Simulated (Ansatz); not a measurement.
**YAlSe3 (model cell, started as cubic perovskite with Al in the octahedra): a soft mode frozen in**

Which phase does YAlSe3 (model cell, started as cubic perovskite with Al in the octahedra) fall into along its unstable mode, and how much energy does it gain?

Main program and level: Ansatz 0.2.0; DFT PBEsol, scalar-relativistic, plane waves, PAW; PAW set soft_1.

Most raw output is cut from this account.

The structure was built from a prototype and need not be the compound's stable phase.

## (1) The structure

Symmetry: Pm-3m, No. 221, cubic system. The conventional cell has a = 4.832 Å, b = 4.832 Å, c = 4.832 Å, α = 90.00°, β = 90.00°, γ = 90.00°. Y has 12 Se at 3.42 Å nearest. Nearest to Al lie 6 Se at 2.42 Å. Se has 2 Al at 2.42 Å and 4 Y at 3.42 Å nearest. Farther neighbours and most contacts between anions are not listed.

## (2) Phonons on a q mesh

The cell comes from relaxations at this level that are not shown. Stability and thermal properties need the whole zone. Linear response on a 2×2×2 q mesh gives force constants as far as a supercell of that size would.

input.yaml reads:

```yaml
crystal:
  lattice:
    - [4.8323304856, 0.0, 0.0]
    - [0.0, 4.8323304856, 0.0]
    - [0.0, 0.0, 4.8323304856]
  atoms:
    - { symbol: "Y", position: [0.0, 0.0, 0.0] }
    - { symbol: Al, position: [0.5, 0.5, 0.5] }
    - { symbol: Se, position: [0.5, 0.5, 0.0] }
    - { symbol: Se, position: [0.5, 0.0, 0.5] }
    - { symbol: Se, position: [0.0, 0.5, 0.5] }
kpoints:
  mp_grid: { grid: [8, 8, 8] }
hamiltonian:
  xc: pbesol
  pseudopotentials: { kind: paw, azcp: { folder: soft_1 }, xc_functional: pbe }
scf:
  occupations: { method: methfessel_paxton, width: 0.2 }
output:
  eigenvalues: true
phonons:
  method: dfpt
  qmesh: [2, 2, 2]
  temperatures: { t_max: 1000, t_step: 50 }
  qpath:
    path:
      - [[0.0, 0.0, 0.0], [0.0, 0.5, 0.0], [0.5, 0.5, 0.0], [0.0, 0.0, 0.0], [0.5, 0.5, 0.5], [0.0, 0.5, 0.0]]
      - [[0.5, 0.5, 0.5], [0.5, 0.5, 0.0]]
    npoints: 10
```

Started as:

```
ansatz run input.yaml --threads 4 --pin off --max-ram 16384MiB --backend cpu --events-out ev --progress --plain --runs-dir out
```

The job ended after 6 min (4 threads of Arm Neoverse V1, shared host; peak memory 1.6 GiB).

Numbers from this step:

```
volume per atom                                         : 22.57 Å³
gap on the k-mesh                                       : 0 eV
sum-rule residual before enforcement                    : 4.19e-5 eV/Å²
lowest frequency on the path                            : -166.7 cm⁻¹
point group                                             : m-3m
highest frequency on the path or at a solved wavevector : 353.8 cm⁻¹
highest optical mode at the zone centre (no LO-TO term) : 345.9 cm⁻¹
lowest optical zone-centre mode                         : -126.4 cm⁻¹
lowest mode on the q mesh (acoustic modes at Γ apart)   : -166.7 cm⁻¹
```

Frequencies (cm⁻¹) solved at each irreducible wavevector; negative means imaginary. Frequencies by wavevector, by row:

| q in reciprocal lattice units | star | mode 1 | mode 2 | mode 3 | mode 4 | mode 13 | mode 14 | mode 15 |
| --- | --- | --- | --- | --- | --- | --- | --- | --- |
| 0 0 0 | 1 | -126.4 | -126.4 | -126.4 | -107 | 345.9 | 345.9 | 345.9 |
| 0 0 -0.5 | 3 | -116.5 | -116.5 | -96.1 | -75 | 322.1 | 344.8 | 344.8 |
| 0 -0.5 -0.5 | 3 | -145.4 | -127.4 | -127.4 | -63.1 | 336.1 | 336.1 | 343.4 |
| -0.5 -0.5 -0.5 | 1 | -166.7 | -166.7 | -166.7 | -117 | 353.8 | 353.8 | 353.8 |

Interpolated from a 2×2×2 q mesh. Phonon branches along the path, in cm⁻¹:

| point | branch 1 | branch 2 | branch 3 | branch 4 | branch 12 | branch 13 | branch 14 | branch 15 |
| --- | --- | --- | --- | --- | --- | --- | --- | --- |
| Γ | -126 | -126 | -126 | -107 | 56 | 346 | 346 | 346 |
| halfway | -121 | -121 | -102 | -95 | 158 | 338 | 345 | 345 |
| X | -116 | -116 | -96 | -75 | 227 | 322 | 345 | 345 |
| halfway | -132 | -117 | -107 | -99 | 232 | 329 | 342 | 344 |
| M | -145 | -127 | -127 | -63 | 256 | 336 | 336 | 343 |
| halfway | -124 | -115 | -110 | -101 | 179 | 336 | 343 | 345 |
| Γ | -126 | -126 | -126 | -107 | 56 | 346 | 346 | 346 |
| halfway | -128 | -122 | -122 | -100 | 197 | 339 | 339 | 348 |
| R | -167 | -167 | -167 | -117 | 275 | 354 | 354 | 354 |
| halfway | -140 | -134 | -122 | -106 | 238 | 337 | 341 | 348 |
| X | -116 | -116 | -96 | -75 | 227 | 322 | 345 | 345 |
| jump to R | -167 | -167 | -167 | -117 | 275 | 354 | 354 | 354 |
| halfway | -156 | -144 | -144 | -108 | 259 | 345 | 345 | 348 |
| M | -145 | -127 | -127 | -63 | 256 | 336 | 336 | 343 |

Symmetry leaves 4 wavevectors to solve. The lowest mode among them, the acoustic zeros apart, lies at q = (-0.5, -0.5, -0.5) and is imaginary, 166.7i cm⁻¹, so the energy falls along it.

## (3) The mode frozen in, largest atomic shift 0 Å

The mode followed lies at q = (-0.5, -0.5, -0.5) with frequency 166.7i cm⁻¹ and is 3-fold degenerate, the softest among the wavevectors solved. At small amplitude the distorted cell has space group no. 140 by a symmetry search on the positions. The undistorted cell that holds it gives the zero of energy on the same k mesh.

System of this step: YAlSe3 (model cell, started as cubic perovskite with Al in the octahedra). It takes space group Pm-3m (No. 221, cubic). The conventional cell has a = 4.832 Å, b = 4.832 Å, c = 4.832 Å, α = 90.00°, β = 90.00°, γ = 90.00°. Nearest to Y lie 12 Se at 3.42 Å. Nearest to Al lie 6 Se at 2.42 Å. Nearest to Se lie 2 Al at 2.42 Å and 4 Y at 3.42 Å. Farther neighbours and most contacts between anions are not listed.

input.yaml, the sections that differ from step 2:

```yaml
crystal:
  lattice:
    - [4.8323304856, 4.8323304856, 0.0]
    - [4.8323304856, 0.0, 4.8323304856]
    - [4.8323304856, 0.0, -4.8323304856]
  atoms:
    - { symbol: "Y", position: [0.0, 0.5, 0.5] }
    - { symbol: "Y", position: [0.0, 0.0, 0.0] }
    - { symbol: Al, position: [0.5, 0.25, 0.75] }
    - { symbol: Al, position: [0.5, 0.75, 0.25] }
    - { symbol: Se, position: [0.5, 0.5, 0.5] }
    - { symbol: Se, position: [0.5, 0.0, 0.0] }
    - { symbol: Se, position: [0.0, 0.0, 0.5] }
    - { symbol: Se, position: [0.0, 0.5, 0.0] }
    - { symbol: Se, position: [0.5, 0.0, 0.5] }
    - { symbol: Se, position: [0.5, 0.5, 0.0] }
output:
  forces: true
  stress: true
  eigenvalues: true
# kpoints, hamiltonian, scf: as in step 2
# phonons: removed
```

The job ended after 8.9 s (4 threads; peak memory 0.92 GiB).

This step gave:

```yaml
pressure: -0.001410 GPa
energy_from_the_undistorted_cell: 0 meV/atom
```

The run ends at a pressure of 0.00 GPa.

## (4) The mode frozen in, largest atomic shift 0.6 Å

The atoms are moved along the unstable eigenvector, the largest shift by 0.6 Å, with the cell fixed.

input.yaml, the sections that differ from step 3:

```yaml
crystal:
  lattice:
    - [4.8323304856, 4.8323304856, 0.0]
    - [4.8323304856, 0.0, 4.8323304856]
    - [4.8323304856, 0.0, -4.8323304856]
  atoms:
    - { symbol: "Y", position: [0.0, 0.5, 0.5] }
    - { symbol: "Y", position: [0.0, 0.0, 0.0] }
    - { symbol: Al, position: [0.5, 0.25, 0.75] }
    - { symbol: Al, position: [0.5, 0.75, 0.25] }
    - { symbol: Se, position: [0.5, 0.5620818466, 0.5620818466] }
    - { symbol: Se, position: [0.5, -0.0620818466, -0.0620818466] }
    - { symbol: Se, position: [0.0, 0.0, 0.5] }
    - { symbol: Se, position: [0.0, 0.5, 0.0] }
    - { symbol: Se, position: [0.5, 0.0620818466, 0.4379181534] }
    - { symbol: Se, position: [0.5, 0.4379181534, 0.0620818466] }
# kpoints, hamiltonian, scf, output: as in step 3
```

The job ended after 20 s (4 threads; peak memory 1.2 GiB).

This step gave:

- pressure: -0.8066 GPa
- gap on the k-mesh: 0.2685 eV
- energy from the undistorted cell: -241.7 meV/atom

The energy, extrapolated to zero smearing, is -241.70 meV/atom against the undistorted cell.

The run ends at a pressure of -0.81 GPa, with forces up to 0.84 eV/Å.

## (5) Energy along the mode, all amplitudes (two of the runs are shown above)

An imaginary frequency means negative curvature, so the energy should fall and then rise again as anharmonic terms take over.

This step gave:

- depth at the lowest point sampled: 241.7 meV/atom
- largest atomic shift at that point: 0.6 Å

Table of energy from the parent by largest atomic shift:

| largest atomic shift (Å) | energy from the parent (meV/atom) |
| --- | --- |
| 0.000 | 0 |
| 0.040 | -2.44 |
| 0.080 | -9.38 |
| 0.140 | -26.6 |
| 0.220 | -59.1 |
| 0.320 | -109 |
| 0.450 | -177 |
| 0.600 | -242 |

Displacement at unit largest shift by atom:

| atom | x (Å) | y (Å) | z (Å) | size |
| --- | --- | --- | --- | --- |
| Y1 | 0.00 | 0.00 | 0.00 | 0.00 |
| Y2 | 0.00 | 0.00 | 0.00 | 0.00 |
| Al3 | 0.00 | 0.00 | 0.00 | 0.00 |
| Al4 | 0.00 | 0.00 | 0.00 | 0.00 |
| Se5 | 1.00 | 0.00 | 0.00 | 1.00 |
| Se6 | -1.00 | 0.00 | 0.00 | 1.00 |
| Se7 | 0.00 | 0.00 | 0.00 | 0.00 |
| Se8 | 0.00 | 0.00 | 0.00 | 0.00 |
| Se9 | 0.00 | 0.00 | 1.00 | 1.00 |
| Se10 | 0.00 | 0.00 | -1.00 | 1.00 |

The lowest of the steps tried is the last one, at 0.6 Å, 242 meV/atom below the parent; the bottom of the well need not coincide with a step.

## (6) Relaxing from the distorted cell

Starting from the lowest point found, all atoms and the cell are let go, so that strain and other modes of the same symmetry can join in.

Edit input.yaml of step 4 so:

```diff
@@ -27 +27,10 @@
   eigenvalues: true
+  write_density: true
+  write_potential: true
+  elf: true
+  volumetric_format: npy
+relax:
+  adjacent_minimum: "off"
+  f_tol: 0.002
+  max_steps: 120
+  cell: { stress_tol: 0.03 }
```

Run time: 2.6 min. Hardware: 4 threads; peak memory 1.2 GiB.

The steps of the relaxation:

| step | energy less that of the first step (eV) | largest force component (eV/Å) | pressure (GPa) | volume (Å³) |
| --- | --- | --- | --- | --- |
| 1 | 0.0000 | 0.8378 | -0.81 | 225.68 |
| 2 | -0.4457 | 0.1165 | 0.68 | 220.59 |
| 3 | -0.4882 | 0.0668 | 0.01 | 221.69 |
| 4 | -0.4993 | 0.0078 | 0.23 | 220.44 |
| 5 | -0.4998 | 0.0004 | -0.04 | 221.25 |
| 6 | -0.4998 | 0.0000 | 0.00 | 221.13 |
| 7* | -0.4996 | 0.0001 | 0.00 | 221.13 |

Relaxation steps marked * repeat the geometry before them on a plane-wave basis chosen anew for their cell, so energy and pressure can jump there.

Forces are held to the 16 operations that the run works with; a distortion that breaks them can't arise in this run.

| conventional cell, symmetrised | before | after | change |
| --- | --- | --- | --- |
| a (Å) | 6.834 | 6.645 | -2.8 % |
| b (Å) | 6.834 | 6.645 | -2.8 % |
| c (Å) | 9.665 | 10.016 | +3.6 % |
| volume (Å³/atom) | 22.57 | 22.11 | -2.0 % |

The atoms that moved most (Å, as changes of fractional coordinates times the final cell):

| atom | dx | dy | dz | length |
| --- | --- | --- | --- | --- |
| Se5 | 0.185 | 0.000 | 0.000 | 0.185 |
| Se6 | -0.185 | 0.000 | 0.000 | 0.185 |
| Se9 | 0.000 | 0.000 | 0.185 | 0.185 |
| Se10 | 0.000 | 0.000 | -0.185 | 0.185 |

This step gave:

```yaml
pressure: 5.31e-5 GPa
volume_per_atom: 22.11 Å³
gap_on_the_k_mesh: 0.2075 eV
```

ELF in the ac plane of the conventional cell at fractional y = 0.000, with atoms of Y and Al and Se within 0.2 Å of it. It is the smooth field of the valence electrons, not physical close to the nuclei.

Values, 13 rows by 16 columns, each cell a mean:
```
0.18 0.19 0.34 0.40 0.51 0.61 0.56 0.32 0.24 0.47 0.62 0.56 0.43 0.37 0.25 0.16
0.75 0.59 0.32 0.17 0.21 0.28 0.25 0.23 0.22 0.22 0.28 0.25 0.16 0.23 0.49 0.70
0.53 0.71 0.73 0.51 0.15 0.20 0.64 0.77 0.76 0.75 0.36 0.10 0.36 0.66 0.74 0.59
0.35 0.64 0.77 0.61 0.18 0.25 0.76 0.76 0.68 0.81 0.48 0.12 0.44 0.74 0.74 0.45
0.78 0.68 0.44 0.21 0.15 0.17 0.25 0.37 0.39 0.30 0.19 0.15 0.16 0.33 0.60 0.76
0.33 0.29 0.29 0.31 0.45 0.57 0.51 0.27 0.21 0.42 0.58 0.51 0.35 0.29 0.28 0.31
0.10 0.12 0.42 0.49 0.56 0.63 0.58 0.32 0.24 0.49 0.64 0.59 0.51 0.47 0.25 0.06
0.49 0.37 0.25 0.24 0.38 0.51 0.44 0.23 0.18 0.35 0.52 0.45 0.28 0.24 0.33 0.45
0.76 0.73 0.54 0.28 0.12 0.13 0.33 0.52 0.55 0.43 0.19 0.11 0.20 0.43 0.67 0.75
0.25 0.61 0.79 0.66 0.19 0.29 0.80 0.74 0.64 0.83 0.52 0.13 0.48 0.77 0.73 0.37
0.66 0.73 0.66 0.41 0.13 0.14 0.51 0.71 0.72 0.62 0.28 0.10 0.28 0.58 0.73 0.69
0.67 0.51 0.27 0.18 0.27 0.38 0.31 0.19 0.17 0.27 0.38 0.34 0.20 0.21 0.41 0.62
0.12 0.14 0.39 0.45 0.54 0.63 0.57 0.33 0.25 0.48 0.63 0.58 0.48 0.43 0.24 0.10
```
Columns run along a (6.6 Å), rows up along c (10.0 Å), edges of the conventional cell, whose origin can differ from the input's. Atoms in or near the plane, at fractional coordinates: Y at (0.50, 0.25), Y at (0.50, 0.75), Al at (0.00, 0.00), Al at (0.00, 0.50), Se at (0.00, 0.25), Se at (0.00, 0.75).

Valence density in the ac plane of the conventional cell at fractional y = 0.000, with atoms of Y and Al and Se within 0.2 Å of it. It is the smooth field of the valence electrons, not physical close to the nuclei.

Values in e/Å³, 13 rows by 16 columns, each cell a mean:
```
 0  0  0  0  0  0  0  0  0  0  0  0  0  0  0  0
 0  0  0  0  0  0  0  0  0  0  0  0  0  0  0  0
11  2  0  0  0  0  1  2  3  2  0  0  0  0  1  6
23  4  1  0  0  0  2  3  3  2  1  0  0  0  1 13
 1  0  0  0  0  0  0  1  1  0  0  0  0  0  0  1
 0  0  0  0  0  0  0  0  0  0  0  0  0  0  0  0
 0  0  0  0  0  0  0  0  0  0  0  0  0  0  0  0
 0  0  0  0  0  0  0  0  0  0  0  0  0  0  0  0
 1  1  0  0  0  0  0  1  1  1  0  0  0  0  0  1
30  4  1  0  0  0  2  3  3  3  1  0  0  0  2 17
 4  1  0  0  0  0  1  2  2  1  0  0  0  0  1  3
 0  0  0  0  0  0  0  0  0  0  0  0  0  0  0  0
 0  0  0  0  0  0  0  0  0  0  0  0  0  0  0  0
```
Columns run along a (6.6 Å), rows up along c (10.0 Å), edges of the conventional cell, whose origin can differ from the input's. Atoms in or near the plane, at fractional coordinates: Y at (0.50, 0.25), Y at (0.50, 0.75), Al at (0.00, 0.00), Al at (0.00, 0.50), Se at (0.00, 0.25), Se at (0.00, 0.75).

Electrostatic potential energy in the ac plane of the conventional cell at fractional y = 0.000, with atoms of Y and Al and Se within 0.2 Å of it. With pseudopotentials it is smooth inside the atoms' cores, unlike the true potential.

Values in eV, 13 rows by 16 columns, each cell a mean:
```
  1  -4   4  10  10   9  10  12  12  11   9   9  10   7  -3  -1
  2   6  10  12  12  10   7   4   3   6   9  11  12  11   8   3
  1  -5   4  11   9   3 -19 -36 -39 -28  -4   7  11   9  -4  -1
  7  -4   1  10   9   1 -27 -43 -44 -36  -8   6  10   7  -6   4
  0   4  10  12  11   9   3  -6  -8  -1   7  10  12  11   7   1
 -2  -2   6  11  11  10  10  11  11  11  10  10  11   9   0  -3
 10  -3   0   9   9   8   9  12  12  10   8   8   9   5  -6   6
 -2   1   8  11  11  11  10  10  10  10  10  11  11  10   4  -2
 -3   1   9  12  11   7  -3 -15 -18  -8   4  10  12  11   4  -2
 11  -3   0  10   8   0 -30 -44 -45 -40 -10   6  10   6  -7   7
 -2  -3   7  11  10   5 -12 -28 -31 -20   0   8  11  10   0  -3
  1   5  10  12  12  11   9   7   7   8  10  11  12  11   7   2
  6  -4   2   9   9   8  10  12  12  11   9   9  10   6  -5   2
```
Columns run along a (6.6 Å; values clipped at the 3rd and 97th percentile), rows up along c (10.0 Å), edges of the conventional cell, whose origin can differ from the input's. Atoms in or near the plane, at fractional coordinates: Y at (0.50, 0.25), Y at (0.50, 0.75), Al at (0.00, 0.00), Al at (0.00, 0.50), Se at (0.00, 0.25), Se at (0.00, 0.75).

The distorted start has space group I4/mcm; the relaxation ends in I4/mcm.

## (7) The new phase in its own primitive cell

The relaxed structure is symmetrised, reduced to its primitive cell and relaxed tightly, as its phonons need.

input.yaml reads:

```yaml
crystal:
  lattice:
    - [-3.3224502685, 3.3224502685, 5.0079694089]
    - [3.3224502685, -3.3224502685, 5.0079694089]
    - [3.3224502685, 3.3224502685, -5.0079694089]
  atoms:
    - { symbol: "Y", position: [0.25, 0.75, 0.5] }
    - { symbol: "Y", position: [0.75, 0.25, 0.5] }
    - { symbol: Al, position: [0.0, 0.0, 0.0] }
    - { symbol: Al, position: [0.5, 0.5, 0.0] }
    - { symbol: Se, position: [0.1682787997, 0.6682787997, 0.8365575994] }
    - { symbol: Se, position: [0.8317212003, 0.3317212003, 0.1634424006] }
    - { symbol: Se, position: [0.25, 0.25, 0.0] }
    - { symbol: Se, position: [0.75, 0.75, 0.0] }
    - { symbol: Se, position: [0.3317212003, 0.1682787997, 0.5] }
    - { symbol: Se, position: [0.6682787997, 0.8317212003, 0.5] }
kpoints:
  mp_grid: { grid: [6, 6, 6] }
hamiltonian:
  xc: pbesol
  pseudopotentials: { kind: paw, azcp: { folder: soft_1 }, xc_functional: pbe }
scf:
  occupations: { method: methfessel_paxton, width: 0.2 }
output:
  forces: true
  stress: true
  eigenvalues: true
relax:
  adjacent_minimum: "off"
  f_tol: 0.001
  max_steps: 60
  cell: { stress_tol: 0.01 }
```

Wall time 21 s (4 threads); peak memory 0.94 GiB.

Little changed from the start: no atom moved by 0.005 Å and no cell edge by 0.1 %.

This step gave:

- pressure: 9.68e-4 GPa
- gap on the k-mesh: 0.2073 eV
- direct gap on mesh: 0.2073 eV

The largest force component left is 0.13 meV/Å and the pressure is 0.001 GPa, within the tolerances set. The cell now holds 22.11 Å³/atom.

## (8) Modes of the new phase, k-mesh 6×6×6

A relaxed structure may still be a saddle point, so its zone-centre modes are computed. No field response is asked.

Edit input.yaml of step 7 so:

```diff
@@ -24,9 +24,4 @@
 output:
-  forces: true
-  stress: true
   eigenvalues: true
-relax:
-  adjacent_minimum: "off"
-  f_tol: 0.001
-  max_steps: 60
-  cell: { stress_tol: 0.01 }
+phonons:
+  method: dfpt
```

The job ended after 12 min (4 threads; peak memory 5.4 GiB; 48 min of CPU time).

Numbers from this step:

| Item | Value |
| --- | --- |
| sum-rule residual before enforcement | 2.72e-5 eV/Å² |
| point group | 4/mmm |
| highest optical mode at the zone centre (no LO-TO term) | 332.4 cm⁻¹ |
| lowest optical zone-centre mode | -105.1 cm⁻¹ |

Patterns of degenerate modes are one choice out of their space. Modes at Γ, with each element's share of the kinetic energy (negative means imaginary):

| mode | frequency (cm⁻¹) | symmetry | Y % | Al % | Se % |
| --- | --- | --- | --- | --- | --- |
| 1 | -105.1 | Eg | 26 | 0 | 74 |
| 2 | -105.1 | Eg | 26 | 0 | 74 |
| 3 | -71.7 | Eu | 30 | 0 | 69 |
| 4 | -71.7 | Eu | 30 | 0 | 69 |
| 5 | 0.0 | acoustic | 25 | 8 | 67 |
| 6 | 0.0 | acoustic | 25 | 8 | 67 |
| 7 | 0.0 | acoustic | 25 | 8 | 67 |
| 8 | 84.5 | Eg | 73 | 0 | 27 |
| 9 | 84.5 | Eg | 73 | 0 | 27 |
| 10 | 86.7 | Eu | 37 | 17 | 46 |
| 11 | 86.7 | Eu | 37 | 17 | 46 |
| 12 | 98.3 | A2u | 37 | 27 | 36 |
| 13 | 105.7 | B2g | 90 | 0 | 10 |
| 14 | 125.7 | B1u | 0 | 0 | 100 |
| 15 | 129.0 | Eu | 7 | 14 | 79 |
| 16 | 129.0 | Eu | 7 | 14 | 79 |
| 17 | 133.5 | Eg | 2 | 0 | 98 |
| 18 | 133.5 | Eg | 2 | 0 | 98 |
| 19 | 148.3 | A2u | 38 | 12 | 50 |
| 20 | 149.8 | B1g | 0 | 0 | 100 |
| 21 | 157.6 | A1g | 0 | 0 | 100 |
| 22 | 162.1 | A2g | 0 | 0 | 100 |
| 23 | 194.0 | B2g | 10 | 0 | 90 |
| 24 | 229.3 | A2g | 0 | 0 | 100 |
| 25 | 269.3 | A2u | 0 | 53 | 46 |
| 26 | 309.8 | Eu | 0 | 66 | 34 |
| 27 | 309.8 | Eu | 0 | 66 | 34 |
| 28 | 319.9 | A1u | 0 | 100 | 0 |
| 29 | 332.4 | Eu | 0 | 96 | 4 |
| 30 | 332.4 | Eu | 0 | 96 | 4 |

Displacements in mode 1 (-105.1 cm⁻¹), the largest set to 1:
```
Y1   0.63  0.00  0.00
Y2  -0.63  0.00  0.00
Al3  0.00  0.00  0.00
Al4  0.00  0.00  0.00
Se5  0.00  0.00 -0.39
Se6  0.00  0.00  0.39
Se7 -1.00  0.01  0.00
Se8  1.00 -0.01  0.00
Se9  0.00  0.00  0.38
Se10 0.00  0.00 -0.38
```

Displacements in mode 12 (98.3 cm⁻¹), the largest set to 1:
```
Y1   0.00  0.00  0.65
Y2   0.00  0.00  0.65
Al3  0.00  0.00 -1.00
Al4  0.00  0.00 -1.00
Se5  0.00  0.00  0.13
Se6  0.00  0.00  0.13
Se7  0.00  0.00 -0.66
Se8  0.00  0.00 -0.66
Se9  0.00  0.00  0.13
Se10 0.00  0.00  0.13
```

Before it was imposed, the acoustic sum rule was missed by 2.7e-5 eV/Å². Small misses are needed for a sound result but don't prove that mesh and cutoff are converged. The lowest optical mode is imaginary, 105.1i cm⁻¹, so the energy falls along it.

## (9) What came out

```yaml
unstable_mode_of_the_parent: q = (-0.5, -0.5, -0.5), 167i cm⁻¹
depth_at_the_lowest_point_sampled: 242 meV/atom
largest_atomic_shift_at_that_point: 0.6 Å
space_group_reached_within_0p01_a: I4/mcm
energy_gained_over_the_parent_first_relaxation_on_the_mesh_of_the_frozen_mode: 292 meV/atom
volume_per_atom_phase_reached: 22.1 Å³
gap_on_the_k_mesh_phase_reached: 0.207 eV
lowest_optical_zone_centre_mode_phase_reached: -105 cm⁻¹
highest_optical_mode_at_the_zone_centre_no_lo_to_term_phase_reached: 332 cm⁻¹
```

What this shows: Along this mode the structure falls into I4/mcm, 292 meV/atom below the parent. At the parent's cell the well is 241.7 meV/atom deep on the steps tried, with its lowest point at a shift of 0.6 Å. That is the last step tried, so the steps alone don't bracket the bottom of the well. Relaxing atoms and cell changes the gain by +49.82 meV/atom against the lowest step (energies at zero smearing). The new phase still has an imaginary mode at the zone centre of its cell, so it is a saddle point on the way to a lower structure. Of the 4 patterns followed to their end from this parent, this one ends 89.6 meV/atom above the lowest, Imma. Each path keeps the symmetry of its pattern, so a lower phase may lie along a pattern not tried. With no gap, or one that is small against the smearing, the frequencies hang on the k mesh and the smearing, most of all near Kohn anomalies. The PAW files were made for PBE and serve the other functionals too. The starting cell was built on a prototype and not taken from a measurement, so the phase need not exist.

[Logs are printed without paths, hosts, clocks, repeated set-up lines and the standing remarks that a program may print on its own settings, such as how far it seeks lower states.]

[Hosts, paths, dates, database ids (printed as entryN), source tags and the programs' standing remarks are cut or masked in the printed files.]
